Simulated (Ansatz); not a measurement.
# The stack of 1T-SnS2 under 1T-PbSTe , shifted by a third of the diagonal between two gates, part 2 of 2

Aim: screening and gap of the neutral stack of 1T-SnS2 under 1T-PbSTe , shifted by a third of the diagonal between oppositely charged gates.

Ansatz 0.2.0; plane-wave DFT, PBE-D3(BJ), Ansatz PAW (the session's first sound run).

So far. Step 7 (Gated layer, displacement field 3.62 V/nm): There is no gap.

## (8) Gated layer, displacement field -1.81 V/nm

Input file input.yaml:

```yaml
crystal:
  lattice:
    - [3.6951725458, 0.0, 0.0]
    - [-1.8475862729, 3.200113296, 0.0]
    - [0.0, 0.0, 47.9168651664]
  atoms:
    - { symbol: S, position: [0.6666666667, 0.3333333333, 0.3944331486] }
    - { symbol: Sn, position: [0.0, 0.0, 0.4251377958] }
    - { symbol: S, position: [0.3333333333, 0.6666666667, 0.4562953955] }
    - { symbol: Te, position: [0.0, 0.0, 0.5188516195] }
    - { symbol: Pb, position: [0.3333333333, 0.6666666667, 0.5725855999] }
    - { symbol: S, position: [0.6666666667, 0.3333333333, 0.6055668514] }
  periodic: [true, true, false]
  symmetry: { detect: true }
kpoints:
  mp_grid: { grid: [24, 24, 1] }
  band_path:
    path: [[0, 0, 0], [0.5, 0, 0], [0.33333333, 0.33333333, 0], [0, 0, 0]]
    npoints: 16
hamiltonian:
  xc: pbe
  dispersion: d3bj
scf:
  occupations: { method: fermi_dirac, width: 0.02585 }
  convergence: { dr2_threshold: 1.0e-10 }
output:
  forces: true
  eigenvalues: true
  dos: { projected: true, e_range: [-3, 3], de: 0.01 }
  write_potential: true
  write_density: true
  volumetric_format: npy
  elf: true
external_charges:
  - { charge: 0, barrier: 10, axis: 3, height: 32.017, sigma: 0.25 }
  - { charge: 0.011825, axis: 3, height: 33.517, sigma: 0.42 }
  - { charge: 0, barrier: 10, axis: 3, height: 15.9, sigma: 0.25 }
  - { charge: -0.011825, axis: 3, height: 14.4, sigma: 0.42 }
```

Started as:

```bash
ansatz run input.yaml --threads 4 --pin off --max-ram 6144MiB --backend cpu --events-out ev --progress --plain --runs-dir out
```

It took 66 s on 4 threads of Arm Neoverse V2, shared host; peak memory 1.7 GiB.

There is no gap.

## (9) The series together

This step: plane-wave DFT, PBE-D3(BJ), Ansatz PAW; response to a displacement field between two gates (Ansatz 0.2.0).

The potential behind each gate is read from every run and counted from the uncharged case.

This step gave:

```
electrostatic distance between the gates : 7.503 Å
geometric distance between the gates     : 19.12 Å
```

Electron's potential behind the upper gate less behind the lower, less the value without field. The step of the electron's potential energy between the gates by displacement field D/eps0:

```tsv
displacement field D/eps0 (V/nm)	step of the electron's potential energy between the gates (eV)
-1.81	-1.36
0.00	0
0.90	0.679
1.81	1.36
2.71	2.03
3.62	2.71
```

By hand: 3.62 V/nm over the 19.12 Å between the sheets would give 6.92 V in vacuum; the run has 2.71 V, as over 7.49 Å.

## (10) The same run with other settings

This step: plane-wave DFT, PBE-D3(BJ), Ansatz PAW (Ansatz 0.2.0).

A run with a changed input: it repeats the earlier run at 0.905 V/nm with kpoints.mp_grid.shift to [0.5, 0.5, 0.0] and scf.initial_density.chi_scale to 0.3.

input.yaml, the sections that differ from step 8:

```yaml
kpoints:
  mp_grid: { grid: [24, 24, 1], shift: [0.5, 0.5, 0.0] }
  band_path:
    path: [[0, 0, 0], [0.5, 0, 0], [0.33333333, 0.33333333, 0], [0, 0, 0]]
    npoints: 16
scf:
  occupations: { method: fermi_dirac, width: 0.02585 }
  convergence: { dr2_threshold: 1.0e-10 }
  initial_density: { chi_scale: 0.3 }
output:
  forces: true
  eigenvalues: true
  write_potential: true
  write_density: true
  volumetric_format: npy
external_charges:
  - { charge: 0, barrier: 10, axis: 3, height: 32.017, sigma: 0.25 }
  - { charge: -0.005912, axis: 3, height: 33.517, sigma: 0.42 }
  - { charge: 0, barrier: 10, axis: 3, height: 15.9, sigma: 0.25 }
  - { charge: 0.005912, axis: 3, height: 14.4, sigma: 0.42 }
# crystal, hamiltonian: as in step 8
```

Wall time 5.7 min (4 threads); peak memory 2.6 GiB.

This step gave:

* energy at zero smearing: -27619.3916 eV
* potential beyond the upper barrier and gate, less the barrier, from the Fermi level: 6.203 eV

Deep bands are left out, so band numbers here count from the lowest band kept and differ from the log's. The electronic bands at the labelled points (eV, zero at the Fermi level; # counts the bands kept):

```tsv
point	#9	#10	#11	#12	#13	#14	#15	#16
Γ	-0.72	-0.72	0.13	1.29	1.50	1.50	2.44	3.86
halfway	-1.44	-1.31	-1.11	0.34	0.70	1.18	3.03	3.72
M	-1.83	-1.63	-1.52	-0.61	0.13	0.30	2.57	3.39
halfway	-2.23	-1.97	-1.63	-0.93	-0.36	1.01	2.80	3.67
K	-2.23	-2.05	-1.84	-1.16	-0.62	1.32	2.94	3.16
halfway	-1.98	-1.74	-1.12	-0.22	0.51	1.48	3.36	4.10
Γ	-0.72	-0.72	0.13	1.29	1.50	1.50	2.44	3.86
```

```tsv
quantity	this run	earlier run	difference
potential beyond the upper barrier and gate, less the barrier, from the Fermi level (eV)	6.203	6.208	-0.0049
```

Nothing in the table moves by 0.01 in its unit. The run took 20 SCF cycles against 15.

## (11) A changed input

This step: plane-wave DFT, PBE-D3(BJ), Ansatz PAW, but for the change named below (Ansatz 0.2.0).

Another changed input: it repeats the earlier run at 0.905 V/nm with magnetization to noncollinear: true, spin_orbit: true and hamiltonian.pseudopotentials to kind: paw_fr; its output block differs too.

input.yaml: that of step 10 with these lines changed.

```diff
@@ -15,3 +15,3 @@
 kpoints:
-  mp_grid: { grid: [24, 24, 1], shift: [0.5, 0.5, 0.0] }
+  mp_grid: { grid: [24, 24, 1] }
   band_path:
@@ -22,2 +22,3 @@
   dispersion: d3bj
+  pseudopotentials: { kind: paw_fr }
 scf:
@@ -25,3 +26,2 @@
   convergence: { dr2_threshold: 1.0e-10 }
-  initial_density: { chi_scale: 0.3 }
 output:
@@ -37 +37,4 @@
   - { charge: 0.005912, axis: 3, height: 14.4, sigma: 0.42 }
+magnetization:
+  noncollinear: true
+  spin_orbit: true
```

It took 8 min on 4 threads; peak memory 5.4 GiB; 32 min of CPU time.

This step gave:

| Quantity | Value |
| --- | --- |
| energy at zero smearing | -27662.8544 eV |
| potential beyond the upper barrier and gate, less the barrier, from the Fermi level | 6.157 eV |

Electronic bands along the path, in eV, zero at the Fermi level:

```tsv
point	band 59	band 60	band 61	band 62	band 63	band 64	band 65	band 66
Γ	0.07	0.07	1.04	1.04	1.37	1.37	1.87	1.87
halfway	-1.26	-1.02	0.11	0.42	0.75	0.80	1.15	1.15
M	-1.54	-1.54	-0.65	-0.65	0.12	0.12	0.31	0.31
halfway	-1.76	-1.55	-1.11	-0.78	-0.46	-0.25	0.98	0.99
K	-1.92	-1.83	-1.27	-1.11	-0.62	-0.54	1.26	1.30
halfway	-1.30	-1.04	-0.30	-0.17	0.48	0.59	1.44	1.45
Γ	0.07	0.07	1.04	1.04	1.37	1.37	1.87	1.87
```

Force by atom:

```tsv
atom	x (eV/Å)	y (eV/Å)	z (eV/Å)	size
S1	0.0000	0.0000	0.0077	0.0077
Sn2	0.0000	0.0000	0.0173	0.0173
S3	0.0000	0.0000	0.0008	0.0008
Te4	0.0000	0.0000	-0.0542	0.0542
Pb5	0.0000	0.0000	0.0861	0.0861
S6	0.0000	0.0000	-0.0543	0.0543
```

```tsv
quantity	this run	earlier run	difference
potential beyond the upper barrier and gate, less the barrier, from the Fermi level (eV)	6.157	6.208	-0.051
```

It moves by -0.0513 eV.

## (12) What came out

| Property | Result |
| --- | --- |
| gap with uncharged gates | none |
| electrostatic distance between the gates | 7.50 Å |
| geometric distance between the gates | 19.1 Å |
| gap at 3.62 V/nm | none |

In words: The stack has no gap, with or without a field of 3.6 V/nm. The layers screen the field: the voltage is that of a vacuum gap 11.6 Å narrower than the real distance. The gates are charged sheets behind model barriers, not atoms. Gaps are the smaller of those on the path and on the mesh; band edges between these points would make them smaller still. Spin-orbit coupling enters in a check alone.

[Long decimals in the printed logs are rounded to 6 places.]

[Logs are printed without paths, hosts, clocks, repeated set-up lines and the standing remarks that a program may print on its own settings, such as how far it seeks lower states.]

[Hosts, paths, dates, database ids (printed as entryN), source tags and the programs' standing remarks are cut or masked in the printed files.]

[Maps of the electrostatic potential energy from Ansatz leave out the sawtooth potential of an applied field or a dipole correction, so their vacuum need not be flat; planar profiles and work functions include it.]
